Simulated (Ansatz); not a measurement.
**The Mo2N(OH)2 MXene monolayer between two gates**

Wanted: Fermi level and gate voltage of the Mo2N(OH)2 MXene monolayer as it is charged.

Program: Ansatz 0.2.0. Level of theory: plane-wave DFT, PBE-D3(BJ), Ansatz PAW. Results are calculated unless marked as measured.

### 1. The structure

The cell holds 7 atoms: 2 H, 2 O, 2 Mo and 1 N. Its edges and angles: a = 2.953 Å, b = 2.953 Å, c = 44.152 Å, α = 90.0°, β = 90.0°, γ = 120.0°. Vacuum lies along c.

### 2. Relaxation

The starting cell is a guess, so the in-plane lattice and the atoms are relaxed first, with the slab cut off from its images along the normal.

input.yaml

```yaml
crystal:
  lattice:
    - [2.953236, 0.0, 0.0]
    - [-1.476618, 2.5575773994, 0.0]
    - [0.0, 0.0, 44.1523190102]
  atoms:
    - { symbol: H, position: [0.3333333333, 0.6666666667, 0.4257986992] }
    - { symbol: O, position: [0.3333333333, 0.6666666667, 0.4479945888] }
    - { symbol: Mo, position: [0.6666666667, 0.3333333333, 0.4736079945], spin: 1.0 }
    - { symbol: "N", position: [0.0, 0.0, 0.5] }
    - { symbol: Mo, position: [0.3333333333, 0.6666666667, 0.5263920055], spin: 1.0 }
    - { symbol: O, position: [0.6666666667, 0.3333333333, 0.5520054112] }
    - { symbol: H, position: [0.6666666667, 0.3333333333, 0.5742013008] }
  periodic: [true, true, false]
magnetization:
  spin_polarized: true
kpoints:
  mp_grid: { grid: [12, 12, 1] }
hamiltonian:
  xc: pbe
  dispersion: d3bj
scf:
  occupations: { method: fermi_dirac, width: 0.05 }
  convergence: { dr2_threshold: 1.0e-09 }
relax:
  f_tol: 0.004
  max_steps: 90
  cell: {}
output:
  write_potential: true
  write_density: true
  volumetric_format: npy
```

The run is started by

```
ansatz run input.yaml --threads 4 --pin off --max-ram 12288MiB --backend cpu --events-out ev --progress --plain --runs-dir out
```

Numbers of over 12 decimals in the logs are rounded to 6 here.

The program printed:

```text
Warning: relax.cell: scf.convergence.dr2_threshold = 1e-9 eV is looser than the 2.55493787526e-10 eV advised for a relaxation that steers and ends on the stress (1e-10 eV for each atom of the cell: 7, times the square of relax.cell.stress_2d_tol = 0.05 N/m over 16.6 Å (the atoms' height at the walk's start and 5 Å past either face), 3.021e-2 GPa, over a crystal's default 0.05). What an SCF threshold leaves in a stress goes as its square root, and in the free energy as the threshold itself, and one threshold admits the most on a small cell: [figures from the program's tests cut] Set scf.convergence.dr2_threshold to 2.55493787526e-10 eV or tighter. [rest of the remark cut]
Engine: ansatz 0.2.0, aarch64-unknown-linux-gnu
Pseudopotentials: kind: paw
Pseudopotential: H, paw, valence charge 1, recommended cutoff 420 eV (normal), H.paw.azcp
Pseudopotential: O, paw, valence charge 6, recommended cutoff 420 eV (normal), O.paw.azcp
Pseudopotential: Mo, paw, valence charge 14, recommended cutoff 420 eV (normal), Mo.paw.azcp
Pseudopotential: N, paw, valence charge 5, recommended cutoff 420 eV (normal), N.paw.azcp
Functional definition: PBE
  parameter kappa = 0.804
  parameter beta = 0.066725
  exchange = pbe_x(kappa = kappa, mu = beta*pi^2/3)
  correlation = pbe_c(beta = beta)
Crystal: 7 atoms, lattice volume = 333.488 Å³
Basis set: ecut = 420 eV, 6387 PW (Γ), exchange–correlation on 40×40×600 points (8 copies of the dense FFT grid, shifted against one another)
Bands: 32, of which v1, the nominal top of the filled ones, is band 24 counted from 1 (23 counted from 0)
Symmetry: 12 space group operations
Space group: P-3m1 (ITA 164), of the structure as read, at distance tolerance 6.9e-5 Å
Magnetic group: BNS 164.85 (UNI 1315), of the structure as read, at distance tolerance 6.9e-5 Å
k-points: 19 of 144
Non-local potential: H, projectors of the file, l = 0: 2, l = 1: 1
Non-local potential: O, projectors of the file, l = 0: 2, l = 1: 2, l = 2: 1
Non-local potential: Mo, projectors of the file, l = 0: 3, l = 1: 2, l = 2: 2, l = 3: 1
Non-local potential: N, projectors of the file, l = 0: 2, l = 1: 2, l = 2: 1
PAW form: soft (Blöchl's): semilocal exchange-correlation on the pseudo side does not see the compensation charge
PAW one-centre angular grid: H, 110 points (default); XC on 64 Gauss nodes
PAW one-centre angular grid: O, 110 points (default); XC on 64 Gauss nodes
PAW one-centre angular grid: Mo, 590 points (default); XC on 64 Gauss nodes
PAW one-centre angular grid: N, 110 points (default); XC on 64 Gauss nodes
Initial density: superposition of atomic densities (neutral atoms: chi_scale 0, normalization atom)
Starting moments: Σ|m| = 2 μB on 2 of 7 sites
Initial wavefunctions: pseudopotential atomic-orbital guess
Functional: x = pbe(κ = 0.804, μ = 0.219515), c = pbe(β = 0.066725)
SCF iter   1: F=—  HF=-11469.312358 eV  |F-HF|=—  |Δ(HF+E_count)|=         —  Δρ=4.25e-2 (↑4.25e-2 ↓3.95e-2)  dr2=2.92e1  dr2_m=7.06e-2  M=1.245 μB ∫|m|=1.255 μB  β_m=0.30  ethr=3.10e-3  ⟨swp⟩=16.7  Hψ=10513  notcnv=0  defer=2
Mixer restart at iter 1: flushing history
preconditioner: auto → LDOS  [metal: Δε(μ)=0.060 eV  Ē_g=11.757 eV  σ=0.050 eV  W_gap=0.27  n_scr=26 (ndim 8)  ℏωp=10.6 eV  f_vac=0.792  D(μ)=3.01/eV (n_scr^D=16)]
spin=Collinear: LDOS preconditioning applied to the charge; magnetization (m = ρ↑ − ρ↓) channel mixes plain (no charge-response kernel on spin).
SCF iter   2: F=—  HF=-11463.965649 eV  |F-HF|=—  |Δ(HF+E_count)|=    5.35e0  Δρ=2.65e-2 (↑2.65e-2 ↓2.39e-2)  dr2=1.11e1  dr2_m=3.93e-2  M=1.187 μB ∫|m|=1.195 μB  β_m=0.49  ethr=3.10e-3  ⟨swp⟩=4.8  Hψ=3388  notcnv=0  defer=52
SCF iter   3: F=—  HF=-11461.651236 eV  |F-HF|=—  |Δ(HF+E_count)|=    2.31e0  Δρ=8.98e-3 (↑8.98e-3 ↓6.46e-3)  dr2=7.46e0  dr2_m=1.38e-2  M=0.948 μB ∫|m|=0.960 μB  β_m=0.63  ethr=3.10e-3  ⟨swp⟩=7.8  Hψ=4386  notcnv=0  defer=60
SCF iter   4: F=—  HF=-11461.414242 eV  |F-HF|=—  |Δ(HF+E_count)|=   2.37e-1  Δρ=5.28e-3 (↑5.28e-3 ↓3.07e-3)  dr2=1.67e0  dr2_m=1.10e-2  M=0.857 μB ∫|m|=0.874 μB  β_m=0.82  ethr=3.10e-3  ⟨swp⟩=4.5  Hψ=2203  notcnv=0  defer=48
SCF iter   5: F=—  HF=-11461.405862 eV  |F-HF|=—  |Δ(HF+E_count)|=   8.38e-3  Δρ=2.07e-3 (↑2.07e-3 ↓1.28e-3)  dr2=1.54e-1  dr2_m=7.39e-3  M=0.609 μB ∫|m|=0.624 μB  β_m=0.91  ethr=3.10e-3  ⟨swp⟩=4.2  Hψ=2567  notcnv=0  defer=51
SCF iter   6: F=—  HF=-11461.442439 eV  |F-HF|=—  |Δ(HF+E_count)|=         —  Δρ=2.67e-3 (↑2.67e-3 ↓2.53e-3)  dr2=2.40e-2  dr2_m=1.98e-2  M=0.184 μB ∫|m|=0.197 μB  β_m=0.91  ethr=3.28e-4  ⟨swp⟩=6.1  Hψ=3275  notcnv=0  defer=57
SCF iter   7: F=—  HF=-11461.438268 eV  |F-HF|=—  |Δ(HF+E_count)|=   4.17e-3  Δρ=5.80e-4 (↑5.80e-4 ↓4.92e-4)  dr2=5.46e-3  dr2_m=6.31e-4  M=0.061 μB ∫|m|=0.064 μB  β_m=0.95  ethr=5.10e-5  ⟨swp⟩=4.8  Hψ=2844  notcnv=0  defer=51
SCF iter   8: F=—  HF=-11461.439345 eV  |F-HF|=—  |Δ(HF+E_count)|=   1.08e-3  Δρ=1.91e-4 (↑1.91e-4 ↓1.64e-4)  dr2=1.14e-3  dr2_m=1.77e-5  M=0.019 μB ∫|m|=0.020 μB  β_m=0.90  ethr=1.16e-5  ⟨swp⟩=5.6  Hψ=3160  notcnv=0  defer=46
SCF iter   9: F=—  HF=-11461.439464 eV  |F-HF|=—  |Δ(HF+E_count)|=   1.19e-4  Δρ=1.00e-4 (↑1.00e-4 ↓7.07e-5)  dr2=4.81e-4  dr2_m=7.99e-6  M=0.012 μB ∫|m|=0.013 μB  β_m=0.94  ethr=2.43e-6  ⟨swp⟩=5.1  Hψ=3040  notcnv=0  defer=43
SCF iter  10: F=—  HF=-11461.439502 eV  |F-HF|=—  |Δ(HF+E_count)|=   3.86e-5  Δρ=3.99e-5 (↑3.27e-5 ↓3.99e-5)  dr2=5.98e-5  dr2_m=2.95e-6  M=0.001 μB ∫|m|=0.004 μB  β_m=0.97  ethr=1.02e-6  ⟨swp⟩=3.2  Hψ=2041  notcnv=0  defer=43
SCF iter  11: F=—  HF=-11461.439452 eV  |F-HF|=—  |Δ(HF+E_count)|=   5.01e-5  Δρ=1.32e-5 (↑1.32e-5 ↓9.44e-6)  dr2=2.24e-6  dr2_m=1.18e-7  M=-0.000 μB ∫|m|=0.000 μB  β_m=0.95  ethr=1.27e-7  ⟨swp⟩=3.3  Hψ=2391  notcnv=0  defer=43
SCF iter  12: F=—  HF=-11461.439453 eV  |F-HF|=—  |Δ(HF+E_count)|=   1.03e-6  Δρ=3.27e-6 (↑3.02e-6 ↓3.27e-6)  dr2=1.62e-7  dr2_m=1.78e-8  M=-0.000 μB ∫|m|=0.000 μB  β_m=0.98  ethr=4.76e-9  ⟨swp⟩=3.8  Hψ=2915  notcnv=0  defer=43
SCF iter  13: F=—  HF=-11461.439454 eV  |F-HF|=—  |Δ(HF+E_count)|=   2.38e-7  Δρ=1.24e-6 (↑1.24e-6 ↓1.15e-6)  dr2=2.70e-8  dr2_m=2.18e-9  M=-0.000 μB ∫|m|=0.000 μB  β_m=0.94  ethr=3.44e-10  ⟨swp⟩=3.7  Hψ=2584  notcnv=0  defer=43
SCF iter  14: F=—  HF=-11461.439454 eV  |F-HF|=—  |Δ(HF+E_count)|=   4.01e-8  Δρ=5.29e-7 (↑5.03e-7 ↓5.29e-7)  dr2=3.54e-9  dr2_m=3.89e-10  M=-0.000 μB ∫|m|=0.000 μB  β_m=0.92  ethr=5.74e-11  ⟨swp⟩=3.5  Hψ=2440  notcnv=0  defer=43
[...]
relax step   7: F+E_penalty+E_count = -11463.57971031 eV  Δ(F+E_penalty+E_count) = +1.748e-4 eV  max|allowed force component| = 5.215e-2 eV/Å  Δτ_max = 0.0049 Å  P = -0.084 N/m  Ω = 301.814 Å³  energy of the carried Pulay correction = +2.588e-2 eV  fix = [c, alpha, beta]  reactions: c -0.000 N/m  (9 SCF iters, accepted)
relax step   8: F+E_penalty+E_count = -11463.57985000 eV  Δ(F+E_penalty+E_count) = -1.397e-4 eV  max|allowed force component| = 1.374e-3 eV/Å  Δτ_max = 0.0020 Å  P = -0.001 N/m  Ω = 301.760 Å³  energy of the carried Pulay correction = +2.592e-2 eV  fix = [c, alpha, beta]  reactions: c -0.000 N/m  (8 SCF iters, accepted)
relax step   9: F+E_penalty+E_count = -11463.56438085 eV  Δ(F+E_penalty+E_count) = +1.547e-2 eV  max|allowed force component| = 2.770e-3 eV/Å  Δτ_max = 0.0000 Å  P = -0.421 N/m  Ω = 301.760 Å³  fix = [c, alpha, beta]  reactions: c -0.000 N/m  stress off target by 4.21e-1 N/m on what of the cell is left free  SCF on the basis re-selected at this cell (its energy is not comparable with the rows above)  (7 SCF iters)
relax step  10: F+E_penalty+E_count = -11463.56515718 eV  Δ(F+E_penalty+E_count) = -7.763e-4 eV  max|allowed force component| = 1.898e-3 eV/Å  Δτ_max = 0.0020 Å  P = +0.026 N/m  Ω = 301.089 Å³  energy of the carried Pulay correction = +5.874e-4 eV  fix = [c, alpha, beta]  reactions: c +0.000 N/m  (9 SCF iters, accepted)
iter 1 solved again at ethr=1.18e-7 eV; its pass at ethr=3.10e-3 eV (dr2=5.55e-5 eV) is discarded
SCF iter   1: F=—  HF=-11463.564593 eV  |F-HF|=—  |Δ(HF+E_count)|=         —  Δρ=4.42e-6 (↑4.42e-6 ↓4.42e-6)  dr2=3.36e-8  dr2_m=4.91e-12  M=-0.000 μB ∫|m|=0.000 μB  β_m=0.65  ethr=1.18e-7  ⟨swp⟩=7.2  Hψ=15752  notcnv=0
preconditioner: auto → LDOS  [metal: Δε(μ)=0.063 eV  Ē_g=10.878 eV  σ=0.050 eV  W_gap=0.30  n_scr=24 (ndim 8)  ℏωp=11.9 eV  f_vac=0.772  D(μ)=3.13/eV (n_scr^D=18)]
spin=Collinear: LDOS preconditioning applied to the charge; magnetization (m = ρ↑ − ρ↓) channel mixes plain (no charge-response kernel on spin).
SCF iter   2: F=—  HF=-11463.564563 eV  |F-HF|=—  |Δ(HF+E_count)|=   3.05e-5  Δρ=1.49e-6 (↑1.49e-6 ↓1.49e-6)  dr2=1.01e-8  dr2_m=8.98e-13  M=-0.000 μB ∫|m|=0.000 μB  β_m=0.57  ethr=7.16e-11  ⟨swp⟩=4.9  Hψ=3996  notcnv=0
SCF iter   3: F=—  HF=-11463.564563 eV  |F-HF|=—  |Δ(HF+E_count)|=   9.17e-9  Δρ=6.55e-7 (↑6.55e-7 ↓6.55e-7)  dr2=8.12e-10  dr2_m=3.62e-13  M=-0.000 μB ∫|m|=0.000 μB  β_m=0.73  ethr=2.14e-11  ⟨swp⟩=2.9  Hψ=2106  notcnv=0
SCF iter   4: F=-11463.564563 eV  HF=-11463.564563 eV  |F-HF|=5.64e-11  |Δ(HF+E_count)|=   2.41e-9  Δρ=8.22e-8 (↑7.94e-8 ↓8.22e-8)  dr2=1.43e-10  dr2_m=2.69e-14  M=-0.000 μB ∫|m|=0.000 μB  ethr=1.73e-12  ⟨swp⟩=14.1  Hψ=10803  notcnv=0
the starting moments were not kept: the SCF closed with an absolute magnetisation of 6.2e-7 μB, where they sum to 2 μB in size (2 sites). That is at most 0.1 of that sum. Measured as dr2_m measures the in/out step, that magnetisation stands 3.2e-14 eV from none, at or under the dr2_threshold of 1.0e-9 eV: it is no larger than a step whose dr2_m would equal this threshold.
SCF 11 converged in 4 iterations: F = -11463.564563 eV  dr2 = 1.43e-10
relax step  11: F+E_penalty+E_count = -11463.56456267 eV  Δ(F+E_penalty+E_count) = +5.945e-4 eV  max|allowed force component| = 1.882e-3 eV/Å  Δτ_max = 0.0000 Å  P = +0.016 N/m  Ω = 301.089 Å³  fix = [c, alpha, beta]  reactions: c +0.000 N/m  stress off target by 1.59e-2 N/m on what of the cell is left free  SCF on the basis re-selected at this cell (its energy is not comparable with the rows above)  (4 SCF iters)
basis re-selected at this cell: Δ(F+E_penalty+E_count) = +5.945e-4 eV, ΔP = -0.010 N/m vs the last step (what re-selecting the basis moved, of the pressure what is left beyond the Pulay correction that the steps carried, after the strain that the cell walked since its last selection, with what the two solves' SCF thresholds leave and, on support functions, any second-order correction that the steps lacked; it is no m [...]
WARN: The output density's exchange-correlation potential varies sharply where the density is thin. Do not read a vacuum level from v_tot or v_xc, or from such a field of the output density. On a cell that repeats whose density bears no net charge and no dipole along the vacuum's axis use v_es (v_loc + v_h of the components); under efield.dipole_correction with no amplitude use v_es + v_field, which holds any externa [...]
SCF converged after 4 iterations
Magnetization: -0.0000 μB (23.5000 up, 23.5000 down)
Absolute magnetization: 0.0000 μB (∫|ρ↑−ρ↓|, with the PAW one-centre terms)
Spin contamination: 0.0000 ħ² per cell (⟨S²⟩ above its minimum at these occupations)
Per-site moments (μB) at R_I (Å): [(1.121950210430884e-9, 0.403621), (1.0258313974607658e-9, 0.403621), (-1.227327381911631e-7, 0.892198), (1.4000853700601137e-8, 0.896004), (-1.2273273816057738e-7, 0.892198), (1.0258313899062006e-9, 0.403621), (1.1219502100417986e-9, 0.403621)]
Free energy (F): -11463.564563 eV
Harris-Foulkes:  -11463.564563 eV  (|F-HF|=5.64e-11)
Internal energy: -11463.540059 eV  (E = F + TS)
E sigma→0 (E₀):  -11463.552311 eV
Entropy (-TS):   -0.024504 eV (-3.501 meV/atom)
Fermi energy:    -2.397498 eV
--- Per-component energies (eV) ---
  E_band       = -1059.089229
  E_kinetic    = 1397.333732
  E_local      = -257067.924127  (includes V_loc(G=0)·N_el)
  E_nonlocal   = 431.916388
  E_hartree    = 127652.817483
  E_xc         = -591.982891
  E_vxc        = -745.366592  (∫ρ·V_xc dr)
  E_paw        = -6848.086395  (= ΣΔE_a)
  E_vpaw       = -380.690697  (= ΣTr[D̂ρ^β])
  E_aug_tail   = 0.002737  (compensation charges beyond the density's cutoff)
  E_ewald      = 123563.897072
  E_disp       = -1.514059  (pairwise vdW)
  E_smearing   = -0.024504  (= −TS)
  E_closure    = 0.000000  (closes the sum)
  Σ components = -11463.564563   (vs F -11463.564563, Δ=0.00e0)
--- Forces (eV/Å), atoms counted from 1 ---
  atom   1  H      0.00000000    -0.00000000    -0.00055534
  atom   2  O      0.00000000    -0.00000000    -0.00047212
  atom   3  Mo    -0.00000000    -0.00000000     0.00188249
  atom   4  N      0.00000000     0.00000000     0.00000000
  atom   5  Mo    -0.00000000     0.00000000    -0.00188249
  atom   6  O      0.00000000     0.00000000     0.00047212
  atom   7  H      0.00000000     0.00000000     0.00055534
  max |Σ_I F_I| component: 9.40e-18 eV/Å
--- 2D stress c σ (N/m, compression-positive) ---
        0.015857       0.000000       0.000000
        0.000000       0.015857      -0.000000
        0.000000      -0.000000       0.000000
  P = ½ c Tr σ = 0.0159 N/m
--- Band table (eV; the first three rows and the last of 38) ---
  k-point 0 ↑: bands = [... 20 lower, -5.7829, -3.8155, -3.7720, -3.7720, -2.7390, -2.7390, -2.5497, -2.5206, ... 4 higher]
  k-point 1 ↑: bands = [... 20 lower, -5.9357, -4.1565, -3.6128, -3.5982, -2.8774, -2.6021, -2.4434, -2.3501, ... 4 higher]
  k-point 2 ↑: bands = [... 20 lower, -5.8468, -4.6163, -3.4470, -3.1401, -3.1295, -2.2289, -2.0531, -1.8614, ... 4 higher]
  k-point 18 ↓: bands = [... 20 lower, -3.4843, -2.9495, -2.9495, -2.6206, -1.3987, -1.3987, 0.2435, 0.2435, ... 4 higher]
  the weakly bound empty levels are not read free of the cell's end (no_gap_told)
--- Relaxed structure (9 steps of the walk, 9 accepted, 2 SCFs on fresh bases) ---
  F+E_penalty+E_count = -11463.56456267 eV   max|allowed force component| = 1.882e-3 eV/Å   (the final SCF, on the basis selected at the relaxed cell)
  cell:  # Å, volume = 301.0886 Å³
    - [2.806113, 0, 0]
    - [-1.403056, 2.430165, 0]
    - [0, 0, 44.1523190102]
  atoms:
    - { symbol: H, position: [0.333333, 0.666667, 0.412614] }
    - { symbol: O, position: [0.333333, 0.666667, 0.434775] }
    - { symbol: Mo, position: [0.666667, 0.333333, 0.467230] }
    - { symbol: N, position: [0, 0, 0.500000] }
    - { symbol: Mo, position: [0.333333, 0.666667, 0.532770] }
    - { symbol: O, position: [0.666667, 0.333333, 0.565225] }
    - { symbol: H, position: [0.666667, 0.333333, 0.587386] }
```

It took 73 s on 4 threads of Arm Neoverse V2, shared host; peak memory 0.87 GiB.

Step by step:

```csv
step,energy less that of the first step (eV),largest force component (eV/Å),volume (Å³)
1,0.0000,3.2174,333.49
2,-1.1545,1.5535,339.34
3,-1.7523,0.5414,327.53
4,-2.1163,0.3621,307.36
5,-2.1354,0.2434,301.99
6,-2.1404,0.0347,301.51
7,-2.1403,0.0521,301.81
8,-2.1404,0.0014,301.76
9*,-2.1249,0.0028,301.76
10,-2.1257,0.0019,301.09
11*,-2.1251,0.0019,301.09
```

Relaxation steps marked * repeat the geometry before them on a plane-wave basis chosen anew for their cell, so energy and pressure can jump there.

Forces are held to the 12 operations that the run works with; a distortion that breaks them can't arise in this run.

```csv
cell as run,before,after,change
a (Å),2.953,2.806,-5.0 %
b (Å),2.953,2.806,-5.0 %
```

The atoms that moved most (Å, along periodic axes as changes of fractional coordinates times the final cell, across vacuum about the mean position):

```csv
atom,dx,dy,dz,length
O6,0.000,0.000,0.584,0.584
O2,0.000,0.000,-0.584,0.584
H7,0.000,0.000,0.582,0.582
H1,0.000,0.000,-0.582,0.582
Mo5,0.000,0.000,0.282,0.282
Mo3,0.000,0.000,-0.282,0.282
```

Numbers from this step:

```yaml
energy_at_zero_smearing: -11463.5523 eV
```

The lattice constant a goes from 2.953 to 2.806 Å.

(Part 1 of 4 ends here.)

[Logs are printed without paths, hosts, clocks, repeated set-up lines and the standing remarks that a program may print on its own settings, such as how far it seeks lower states.]

[Hosts, paths, dates, database ids (printed as entryN), source tags and the programs' standing remarks are cut or masked in the printed files.]

[Maps of the electrostatic potential energy from Ansatz leave out the sawtooth potential of an applied field or a dipole correction, so their vacuum need not be flat; planar profiles and work functions include it.]
